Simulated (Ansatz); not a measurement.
# Converging the field response of a KMgF3 (001), MgF2 faces film, part 2 of 3

Which settings does the induced dipole of a KMgF3 (001), MgF2 faces film need, and which can be cut?

Ansatz 0.2.0; plane-wave DFT, PBE, Ansatz PAW (the session's first sound run).

So far, equivalent conductor thickness p/(ε₀AE) (Å): step 2 (run, setting first choice) 5.65; step 5 (single point, box 26 Å (run 2)) 5.65; step 6 (run, box 26 Å (run 2)) 6.09; step 7 (run, box 26 Å (run 3)) 5.66; step 8 (single point, box 26 Å (run 3)) 5.65.

## (9) Single point, box 26 Å (run 4)

Contents of input.yaml:

```yaml
crystal:
  lattice:
    - [3.99, 0.0, 0.0]
    - [0.0, 3.99, 0.0]
    - [0.0, 0.0, 25.98]
  atoms:
    - { symbol: Mg, position: [0.5, 0.5, 0.3464203233] }
    - { symbol: F, position: [0.0, 0.5, 0.3464203233] }
    - { symbol: F, position: [0.5, 0.0, 0.3464203233] }
    - { symbol: K, position: [0.0, 0.0, 0.4232101617] }
    - { symbol: F, position: [0.5, 0.5, 0.4232101617] }
    - { symbol: Mg, position: [0.5, 0.5, 0.5] }
    - { symbol: F, position: [0.0, 0.5, 0.5] }
    - { symbol: F, position: [0.5, 0.0, 0.5] }
    - { symbol: K, position: [0.0, 0.0, 0.5767898383] }
    - { symbol: F, position: [0.5, 0.5, 0.5767898383] }
    - { symbol: Mg, position: [0.5, 0.5, 0.6535796767] }
    - { symbol: F, position: [0.0, 0.5, 0.6535796767] }
    - { symbol: F, position: [0.5, 0.0, 0.6535796767] }
kpoints:
  mp_grid: { grid: [16, 16, 1] }
hamiltonian:
  xc: pbe
scf:
  occupations: { method: fixed }
  convergence: { dr2_threshold: 1.0e-10 }
efield:
  axis: 3
  dipole_correction: true
  ramp_position: 0.97
  ramp_width: 0.06
  amplitude: 0.1
output:
  write_potential: true
  write_density: true
  volumetric_format: npy
```

Command:

```bash
$ ansatz run input.yaml --threads 4 --pin off --max-ram 6144MiB --backend cpu --events-out ev --progress --plain --runs-dir out
```

Numbers of over 12 decimals in the logs are rounded to 6 here.

The program printed:

```text
[...]
Crystal: 13 atoms, lattice volume = 413.604 Å³
Basis set: ecut = 420 eV, 8087 PW (Γ)
Bands: 65, of which v1, the nominal top of the filled ones, is band 52 counted from 1 (51 counted from 0)
Symmetry: 8 space group operations
k-points: 45 of 256
[...]
k-point 0: bands = [... 48 lower, -3.5883, -3.5883, -3.3225, -3.3225, 2.2687, 2.9080, 3.4275, 4.5204, ... 9 higher]
  k-point 1: bands = [... 48 lower, -3.5989, -3.5783, -3.3419, -3.3351, 2.3093, 2.9505, 3.4662, 4.5634, ... 9 higher]
  k-point 2: bands = [... 48 lower, -3.6287, -3.5504, -3.3919, -3.3715, 2.4287, 3.0750, 3.5814, 4.6890, ... 9 higher]
  k-point 44: bands = [... 48 lower, -3.2950, -3.2078, -3.1860, -2.8257, 5.4208, 5.9913, 7.0390, 7.0390, ... 9 higher]
[key lines of the parts left out:]
SCF converged after 12 iterations
Free energy (F): -15333.799497 eV
Fermi energy:    -2.825715 eV
Dipole field:    D = 0.021760 V/Å  (p = 0.049738 e·Å, saw-weighted, corrected)
```

Wall time 37 s (4 threads of Intel Xeon Platinum 8259CL at 2.50GHz (Skylake/Cascade Lake), shared host); peak memory 1.6 GiB; 2.4 min of CPU time.

The dipole corresponds to a conductor 5.653 Å thick, +0.00 % from the first choice, at 3.2 times its CPU time.

## (10) Single point, box 18 Å

The cell differs from the one that the last finished run ended in (c 25.980 → 17.980 Å).

input.yaml, the sections that differ from step 9:

```yaml
crystal:
  lattice:
    - [3.99, 0.0, 0.0]
    - [0.0, 3.99, 0.0]
    - [0.0, 0.0, 17.98]
  atoms:
    - { symbol: Mg, position: [0.5, 0.5, 0.2780867631] }
    - { symbol: F, position: [0.0, 0.5, 0.2780867631] }
    - { symbol: F, position: [0.5, 0.0, 0.2780867631] }
    - { symbol: K, position: [0.0, 0.0, 0.3890433815] }
    - { symbol: F, position: [0.5, 0.5, 0.3890433815] }
    - { symbol: Mg, position: [0.5, 0.5, 0.5] }
    - { symbol: F, position: [0.0, 0.5, 0.5] }
    - { symbol: F, position: [0.5, 0.0, 0.5] }
    - { symbol: K, position: [0.0, 0.0, 0.6109566185] }
    - { symbol: F, position: [0.5, 0.5, 0.6109566185] }
    - { symbol: Mg, position: [0.5, 0.5, 0.7219132369] }
    - { symbol: F, position: [0.0, 0.5, 0.7219132369] }
    - { symbol: F, position: [0.5, 0.0, 0.7219132369] }
kpoints:
  mp_grid: { grid: [8, 8, 1] }
# hamiltonian, scf, efield, output: as in step 9
```

The program printed:

```text
[...]
Crystal: 13 atoms, lattice volume = 286.243 Å³
Basis set: ecut = 420 eV, 5613 PW (Γ)
Bands: 65, of which v1, the nominal top of the filled ones, is band 52 counted from 1 (51 counted from 0)
Symmetry: 8 space group operations
k-points: 15 of 64
[...]
k-point 0: bands = [... 48 lower, -1.9288, -1.9288, -1.6644, -1.6644, 3.9428, 4.5774, 5.9266, 6.9443, ... 9 higher]
  k-point 1: bands = [... 48 lower, -1.9693, -1.8919, -1.7337, -1.7134, 4.1046, 4.7416, 6.1311, 7.1129, ... 9 higher]
  k-point 2: bands = [... 48 lower, -2.0032, -1.8586, -1.8404, -1.7759, 4.5569, 5.1984, 6.6836, 7.5944, ... 9 higher]
  k-point 14: bands = [... 48 lower, -1.6359, -1.5495, -1.5261, -1.1675, 7.0794, 7.6454, 8.7088, 8.7088, ... 9 higher]
[key lines of the parts left out:]
SCF converged after 12 iterations
Free energy (F): -15333.798878 eV
Fermi energy:    -1.167546 eV
Dipole field:    D = 0.031442 V/Å  (p = 0.049737 e·Å, saw-weighted, corrected)
```

Wall time 8.5 s (4 threads); peak memory 0.84 GiB.

The dipole corresponds to a conductor 5.653 Å thick, -0.00 % from the first choice, at 0.71 times its CPU time.

## (11) Run, box 22 Å

The cell differs from the one that the last finished run ended in (c 17.980 → 21.980 Å).

input.yaml, the sections that differ from step 10:

```yaml
crystal:
  lattice:
    - [3.99, 0.0, 0.0]
    - [0.0, 3.99, 0.0]
    - [0.0, 0.0, 21.98]
  atoms:
    - { symbol: Mg, position: [0.5, 0.5, 0.3184713376] }
    - { symbol: F, position: [0.0, 0.5, 0.3184713376] }
    - { symbol: F, position: [0.5, 0.0, 0.3184713376] }
    - { symbol: K, position: [0.0, 0.0, 0.4092356688] }
    - { symbol: F, position: [0.5, 0.5, 0.4092356688] }
    - { symbol: Mg, position: [0.5, 0.5, 0.5] }
    - { symbol: F, position: [0.0, 0.5, 0.5] }
    - { symbol: F, position: [0.5, 0.0, 0.5] }
    - { symbol: K, position: [0.0, 0.0, 0.5907643312] }
    - { symbol: F, position: [0.5, 0.5, 0.5907643312] }
    - { symbol: Mg, position: [0.5, 0.5, 0.6815286624] }
    - { symbol: F, position: [0.0, 0.5, 0.6815286624] }
    - { symbol: F, position: [0.5, 0.0, 0.6815286624] }
# kpoints, hamiltonian, scf, efield, output: as in step 10
```

The program printed:

```text
[...]
Crystal: 13 atoms, lattice volume = 349.924 Å³
Basis set: ecut = 420 eV, 6857 PW (Γ)
Bands: 65, of which v1, the nominal top of the filled ones, is band 52 counted from 1 (51 counted from 0)
Symmetry: 8 space group operations
k-points: 15 of 64
[...]
k-point 0: bands = [... 48 lower, -2.9097, -2.9097, -2.6443, -2.6443, 2.9506, 3.5834, 4.4678, 5.5612, ... 9 higher]
  k-point 1: bands = [... 48 lower, -2.9501, -2.8720, -2.7137, -2.6933, 3.1110, 3.7497, 4.6326, 5.7713, ... 9 higher]
  k-point 2: bands = [... 48 lower, -2.9835, -2.8387, -2.8203, -2.7563, 3.5613, 4.2102, 5.1015, 6.3182, ... 9 higher]
  k-point 14: bands = [... 48 lower, -2.6163, -2.5295, -2.5074, -2.1475, 6.0985, 6.6687, 7.7204, 7.7204, ... 9 higher]
[key lines of the parts left out:]
SCF converged after 12 iterations
Free energy (F): -15333.799279 eV
Fermi energy:    -2.147543 eV
Dipole field:    D = 0.025725 V/Å  (p = 0.049746 e·Å, saw-weighted, corrected)
```

Run time: 10 s. Hardware: 4 threads; peak memory 0.95 GiB.

The dipole corresponds to a conductor 5.654 Å thick, +0.02 % from the first choice, at 0.86 times its CPU time.

## (12) Single point, box 34 Å

The cell differs from the one that the last finished run ended in (c 21.980 → 33.980 Å).

input.yaml, the sections that differ from step 11:

```yaml
crystal:
  lattice:
    - [3.99, 0.0, 0.0]
    - [0.0, 3.99, 0.0]
    - [0.0, 0.0, 33.98]
  atoms:
    - { symbol: Mg, position: [0.5, 0.5, 0.3825779871] }
    - { symbol: F, position: [0.0, 0.5, 0.3825779871] }
    - { symbol: F, position: [0.5, 0.0, 0.3825779871] }
    - { symbol: K, position: [0.0, 0.0, 0.4412889935] }
    - { symbol: F, position: [0.5, 0.5, 0.4412889935] }
    - { symbol: Mg, position: [0.5, 0.5, 0.5] }
    - { symbol: F, position: [0.0, 0.5, 0.5] }
    - { symbol: F, position: [0.5, 0.0, 0.5] }
    - { symbol: K, position: [0.0, 0.0, 0.5587110065] }
    - { symbol: F, position: [0.5, 0.5, 0.5587110065] }
    - { symbol: Mg, position: [0.5, 0.5, 0.6174220129] }
    - { symbol: F, position: [0.0, 0.5, 0.6174220129] }
    - { symbol: F, position: [0.5, 0.0, 0.6174220129] }
# kpoints, hamiltonian, scf, efield, output: as in step 11
```

The program printed:

```text
[...]
Crystal: 13 atoms, lattice volume = 540.965 Å³
Basis set: ecut = 420 eV, 10577 PW (Γ)
Bands: 65, of which v1, the nominal top of the filled ones, is band 52 counted from 1 (51 counted from 0)
Symmetry: 8 space group operations
k-points: 15 of 64
[...]
k-point 0: bands = [... 48 lower, -4.4650, -4.4650, -4.2004, -4.2004, 1.3866, 2.0273, 2.2766, 3.1029, ... 9 higher]
  k-point 1: bands = [... 48 lower, -4.5055, -4.4279, -4.2698, -4.2494, 1.5464, 2.1944, 2.4266, 3.2608, ... 9 higher]
  k-point 2: bands = [... 48 lower, -4.5393, -4.3947, -4.3764, -4.3120, 1.9962, 2.6563, 2.8722, 3.7182, ... 9 higher]
  k-point 14: bands = [... 48 lower, -4.1719, -4.0857, -4.0626, -3.7036, 4.5407, 5.1115, 6.1571, 6.1571, ... 9 higher]
[key lines of the parts left out:]
SCF converged after 12 iterations
Free energy (F): -15333.799609 eV
Fermi energy:    -3.703627 eV
Dipole field:    D = 0.016635 V/Å  (p = 0.049731 e·Å, saw-weighted, corrected)
```

The job ended after 16 s (4 threads; peak memory 1.3 GiB; 62 s of CPU time).

The dipole corresponds to a conductor 5.653 Å thick, -0.01 % from the first choice, at 1.4 times its CPU time.

## (13) Run, box 26 Å (run 4)

Contents of input.yaml:

```yaml
crystal:
  lattice:
    - [3.99, 0.0, 0.0]
    - [0.0, 3.99, 0.0]
    - [0.0, 0.0, 25.98]
  atoms:
    - { symbol: Mg, position: [0.5, 0.5, 0.3464203233] }
    - { symbol: F, position: [0.0, 0.5, 0.3464203233] }
    - { symbol: F, position: [0.5, 0.0, 0.3464203233] }
    - { symbol: K, position: [0.0, 0.0, 0.4232101617] }
    - { symbol: F, position: [0.5, 0.5, 0.4232101617] }
    - { symbol: Mg, position: [0.5, 0.5, 0.5] }
    - { symbol: F, position: [0.0, 0.5, 0.5] }
    - { symbol: F, position: [0.5, 0.0, 0.5] }
    - { symbol: K, position: [0.0, 0.0, 0.5767898383] }
    - { symbol: F, position: [0.5, 0.5, 0.5767898383] }
    - { symbol: Mg, position: [0.5, 0.5, 0.6535796767] }
    - { symbol: F, position: [0.0, 0.5, 0.6535796767] }
    - { symbol: F, position: [0.5, 0.0, 0.6535796767] }
kpoints:
  mp_grid: { grid: [8, 8, 1] }
hamiltonian:
  xc: pbe
scf:
  occupations: { method: fixed }
  convergence: { dr2_threshold: 1.0e-10 }
efield:
  axis: 3
  dipole_correction: true
  ramp_position: 0.97
  ramp_width: 0.06
  amplitude: 0.005
output:
  write_potential: true
  write_density: true
  volumetric_format: npy
```

The program printed:

```text
[...]
Crystal: 13 atoms, lattice volume = 413.604 Å³
Basis set: ecut = 420 eV, 8087 PW (Γ)
Bands: 65, of which v1, the nominal top of the filled ones, is band 52 counted from 1 (51 counted from 0)
Symmetry: 8 space group operations
k-points: 15 of 64
[...]
k-point 0: bands = [... 48 lower, -3.5173, -3.5173, -3.4889, -3.4889, 2.5687, 2.6262, 3.7959, 4.3656, ... 9 higher]
  k-point 1: bands = [... 48 lower, -3.5966, -3.5664, -3.5417, -3.5338, 2.7365, 2.7850, 3.9506, 4.5220, ... 9 higher]
  k-point 2: bands = [... 48 lower, -3.6548, -3.6468, -3.6260, -3.4882, 3.1974, 3.2348, 4.4040, 4.9763, ... 9 higher]
  k-point 14: bands = [... 48 lower, -3.3266, -3.1872, -3.0252, -3.0061, 5.6934, 5.7219, 7.2569, 7.2569, ... 9 higher]
[key lines of the parts left out:]
SCF converged after 12 iterations
Free energy (F): -15333.797006 eV
Fermi energy:    -3.006140 eV
Dipole field:    D = 0.001088 V/Å  (p = 0.002487 e·Å, saw-weighted, corrected)
```

Wall time 12 s (4 threads); peak memory 1.1 GiB; 46 s of CPU time.

The dipole corresponds to a conductor 5.653 Å thick, -0.00 % from the first choice, at 1.0 times its CPU time.

## (14) Run, box 26 Å (run 5)

input.yaml: that of step 13 with these lines changed.

```diff
@@ -31,3 +31,3 @@
   ramp_width: 0.06
-  amplitude: 0.005
+  amplitude: 0.03
 output:
```

The program printed:

```text
[...]
Crystal: 13 atoms, lattice volume = 413.604 Å³
Basis set: ecut = 420 eV, 8087 PW (Γ)
Bands: 65, of which v1, the nominal top of the filled ones, is band 52 counted from 1 (51 counted from 0)
Symmetry: 8 space group operations
k-points: 15 of 64
[...]
k-point 0: bands = [... 48 lower, -3.5506, -3.5506, -3.4496, -3.4496, 2.4983, 2.6950, 3.7489, 4.4020, ... 9 higher]
  k-point 1: bands = [... 48 lower, -3.6199, -3.5961, -3.5123, -3.4970, 2.6617, 2.8582, 3.9035, 4.5582, ... 9 higher]
  k-point 2: bands = [... 48 lower, -3.6646, -3.6180, -3.6063, -3.4832, 3.1165, 3.3142, 4.3566, 5.0124, ... 9 higher]
  k-point 14: bands = [... 48 lower, -3.3237, -3.1872, -3.0727, -2.9586, 5.6220, 5.7931, 7.2243, 7.2243, ... 9 higher]
[key lines of the parts left out:]
SCF converged after 12 iterations
Free energy (F): -15333.797223 eV
Fermi energy:    -2.958609 eV
Dipole field:    D = 0.006528 V/Å  (p = 0.014921 e·Å, saw-weighted, corrected)
```

It took 12 s on 4 threads; peak memory 1.1 GiB.

The dipole corresponds to a conductor 5.653 Å thick, -0.00 % from the first choice, at 1.0 times its CPU time.

## (15) Single point, box 26 Å (run 5)

input.yaml: that of step 14 with these lines changed.

```diff
@@ -31,3 +31,3 @@
   ramp_width: 0.06
-  amplitude: 0.03
+  amplitude: 0.3
 output:
```

The program printed:

```text
[...]
Crystal: 13 atoms, lattice volume = 413.604 Å³
Basis set: ecut = 420 eV, 8087 PW (Γ)
Bands: 65, of which v1, the nominal top of the filled ones, is band 52 counted from 1 (51 counted from 0)
Symmetry: 8 space group operations
k-points: 15 of 64
[...]
k-point 0: bands = [... 48 lower, -3.5258, -3.2288, -2.9500, -2.9500, 1.5143, 2.2456, 3.4801, 3.8992, ... 9 higher]
  k-point 1: bands = [... 48 lower, -3.4995, -3.2107, -3.0241, -3.0001, 1.6669, 2.3993, 3.6585, 4.0674, ... 9 higher]
  k-point 2: bands = [... 48 lower, -3.4881, -3.1978, -3.1479, -3.1305, 2.1084, 2.8462, 4.1402, 4.5397, ... 9 higher]
  k-point 14: bands = [... 48 lower, -3.1903, -3.1010, -3.1010, -2.4479, 4.8347, 6.2847, 6.2847, 6.5025, ... 9 higher]
[key lines of the parts left out:]
SCF converged after 12 iterations
Free energy (F): -15333.819385 eV
Fermi energy:    -2.447945 eV
Dipole field:    D = 0.065306 V/Å  (p = 0.149271 e·Å, saw-weighted, corrected)
```

Elapsed: 12 s, on 4 threads; peak memory 1.1 GiB; 46 s of CPU time.

The dipole corresponds to a conductor 5.655 Å thick, +0.04 % from the first choice, at 1.0 times its CPU time.

## (16) Single point, box 26 Å (run 6)

input.yaml: that of step 15 with these lines changed.

```diff
@@ -25,3 +25,3 @@
   occupations: { method: fixed }
-  convergence: { dr2_threshold: 1.0e-10 }
+  convergence: { dr2_threshold: 0.0001 }
 efield:
@@ -31,3 +31,3 @@
   ramp_width: 0.06
-  amplitude: 0.3
+  amplitude: 0.1
 output:
```

The program printed:

```text
[...]
Crystal: 13 atoms, lattice volume = 413.604 Å³
Basis set: ecut = 420 eV, 8087 PW (Γ)
Bands: 65, of which v1, the nominal top of the filled ones, is band 52 counted from 1 (51 counted from 0)
Symmetry: 8 space group operations
k-points: 15 of 64
[...]
k-point 0: bands = [... 48 lower, -3.5837, -3.5837, -3.3178, -3.3178, 2.2700, 2.9099, 3.4259, 4.5210, ... 9 higher]
  k-point 1: bands = [... 48 lower, -3.6241, -3.5457, -3.3873, -3.3668, 2.4300, 3.0769, 3.5798, 4.6894, ... 9 higher]
  k-point 2: bands = [... 48 lower, -3.6575, -3.5124, -3.4939, -3.4299, 2.8800, 3.5386, 4.0310, 5.1583, ... 9 higher]
  k-point 14: bands = [... 48 lower, -3.2901, -3.2037, -3.1814, -2.8209, 5.4212, 5.9923, 7.0404, 7.0404, ... 9 higher]
[key lines of the parts left out:]
SCF converged after 7 iterations
Free energy (F): -15333.799481 eV
Fermi energy:    -2.820937 eV
Dipole field:    D = 0.021794 V/Å  (p = 0.049814 e·Å, saw-weighted, corrected)
```

It took 11 s on 4 threads; peak memory 1 GiB.

The dipole corresponds to a conductor 5.662 Å thick, +0.15 % from the first choice, at 0.93 times its CPU time.

## (17) Single point, box 26 Å (run 7)

input.yaml: that of step 16 with these lines changed.

```diff
@@ -25,3 +25,3 @@
   occupations: { method: fixed }
-  convergence: { dr2_threshold: 0.0001 }
+  convergence: { dr2_threshold: 1.0e-06 }
 efield:
```

The program printed:

```text
[...]
Crystal: 13 atoms, lattice volume = 413.604 Å³
Basis set: ecut = 420 eV, 8087 PW (Γ)
Bands: 65, of which v1, the nominal top of the filled ones, is band 52 counted from 1 (51 counted from 0)
Symmetry: 8 space group operations
k-points: 15 of 64
[...]
k-point 0: bands = [... 48 lower, -3.5893, -3.5893, -3.3235, -3.3235, 2.2687, 2.9077, 3.4280, 4.5204, ... 9 higher]
  k-point 1: bands = [... 48 lower, -3.6298, -3.5515, -3.3930, -3.3725, 2.4287, 3.0748, 3.5819, 4.6892, ... 9 higher]
  k-point 2: bands = [... 48 lower, -3.6630, -3.5181, -3.4995, -3.4359, 2.8787, 3.5365, 4.0332, 5.1585, ... 9 higher]
  k-point 14: bands = [... 48 lower, -3.2961, -3.2087, -3.1869, -2.8267, 5.4207, 5.9911, 7.0389, 7.0389, ... 9 higher]
[key lines of the parts left out:]
SCF converged after 8 iterations
Free energy (F): -15333.799486 eV
Fermi energy:    -2.826738 eV
Dipole field:    D = 0.021752 V/Å  (p = 0.049720 e·Å, saw-weighted, corrected)
```

It took 11 s on 4 threads; peak memory 1.1 GiB; 42 s of CPU time.

The dipole corresponds to a conductor 5.651 Å thick, -0.04 % from the first choice, at 0.92 times its CPU time.

## (18) Run, box 26 Å (run 6)

input.yaml: that of step 17 with these lines changed.

```diff
@@ -25,3 +25,3 @@
   occupations: { method: fixed }
-  convergence: { dr2_threshold: 1.0e-06 }
+  convergence: { dr2_threshold: 1.0e-08 }
 efield:
```

The program printed:

```text
[...]
Crystal: 13 atoms, lattice volume = 413.604 Å³
Basis set: ecut = 420 eV, 8087 PW (Γ)
Bands: 65, of which v1, the nominal top of the filled ones, is band 52 counted from 1 (51 counted from 0)
Symmetry: 8 space group operations
k-points: 15 of 64
[...]
k-point 0: bands = [... 48 lower, -3.5883, -3.5883, -3.3224, -3.3224, 2.2687, 2.9080, 3.4275, 4.5204, ... 9 higher]
  k-point 1: bands = [... 48 lower, -3.6287, -3.5503, -3.3919, -3.3714, 2.4287, 3.0750, 3.5814, 4.6890, ... 9 higher]
  k-point 2: bands = [... 48 lower, -3.6620, -3.5170, -3.4985, -3.4347, 2.8787, 3.5367, 4.0327, 5.1582, ... 9 higher]
  k-point 14: bands = [... 48 lower, -3.2949, -3.2078, -3.1859, -2.8257, 5.4208, 5.9913, 7.0390, 7.0390, ... 9 higher]
[key lines of the parts left out:]
SCF converged after 10 iterations
Free energy (F): -15333.799486 eV
Fermi energy:    -2.825664 eV
Dipole field:    D = 0.021760 V/Å  (p = 0.049738 e·Å, saw-weighted, corrected)
```

The job ended after 11 s (4 threads; peak memory 1.1 GiB).

The dipole corresponds to a conductor 5.653 Å thick, +0.00 % from the first choice, at 0.94 times its CPU time.

## (19) Run, box 26 Å (run 7)

This step: plane-wave DFT, LDA, Ansatz PAW (Ansatz 0.2.0).

input.yaml: that of step 18 with these lines changed.

```diff
@@ -22,6 +22,6 @@
 hamiltonian:
-  xc: pbe
+  xc: lda
 scf:
   occupations: { method: fixed }
-  convergence: { dr2_threshold: 1.0e-08 }
+  convergence: { dr2_threshold: 1.0e-10 }
 efield:
```

The program printed:

```text
[...]
Crystal: 13 atoms, lattice volume = 413.604 Å³
Basis set: ecut = 420 eV, 8087 PW (Γ)
Bands: 65, of which v1, the nominal top of the filled ones, is band 52 counted from 1 (51 counted from 0)
Symmetry: 8 space group operations
k-points: 15 of 64
[...]
k-point 0: bands = [... 48 lower, -3.9764, -3.9764, -3.7162, -3.7162, 2.0150, 2.5934, 3.3620, 4.1550, ... 9 higher]
  k-point 1: bands = [... 48 lower, -4.0187, -3.9439, -3.7883, -3.7669, 2.1854, 2.7718, 3.5185, 4.3596, ... 9 higher]
  k-point 2: bands = [... 48 lower, -4.0542, -3.9134, -3.8984, -3.8241, 2.6513, 3.2544, 3.9756, 4.9391, ... 9 higher]
  k-point 14: bands = [... 48 lower, -3.6781, -3.5837, -3.5653, -3.2080, 5.0468, 5.6027, 6.6822, 6.6822, ... 9 higher]
[key lines of the parts left out:]
SCF converged after 12 iterations
Free energy (F): -15067.774078 eV
Fermi energy:    -3.208039 eV
Dipole field:    D = 0.022024 V/Å  (p = 0.050340 e·Å, saw-weighted, corrected)
```

It took 12 s on 4 threads; peak memory 1.1 GiB; 47 s of CPU time.

The dipole corresponds to a conductor 5.722 Å thick, +1.21 % from the first choice, at 1.0 times its CPU time.

(Part 2 of 3 ends here.)

[Logs are printed without paths, hosts, clocks, repeated set-up lines and the standing remarks that a program may print on its own settings, such as how far it seeks lower states.]

[Hosts, paths, dates, database ids (printed as entryN), source tags and the programs' standing remarks are cut or masked in the printed files.]

[Maps of the electrostatic potential energy from Ansatz leave out the sawtooth potential of an applied field or a dipole correction, so their vacuum need not be flat; planar profiles and work functions include it.]
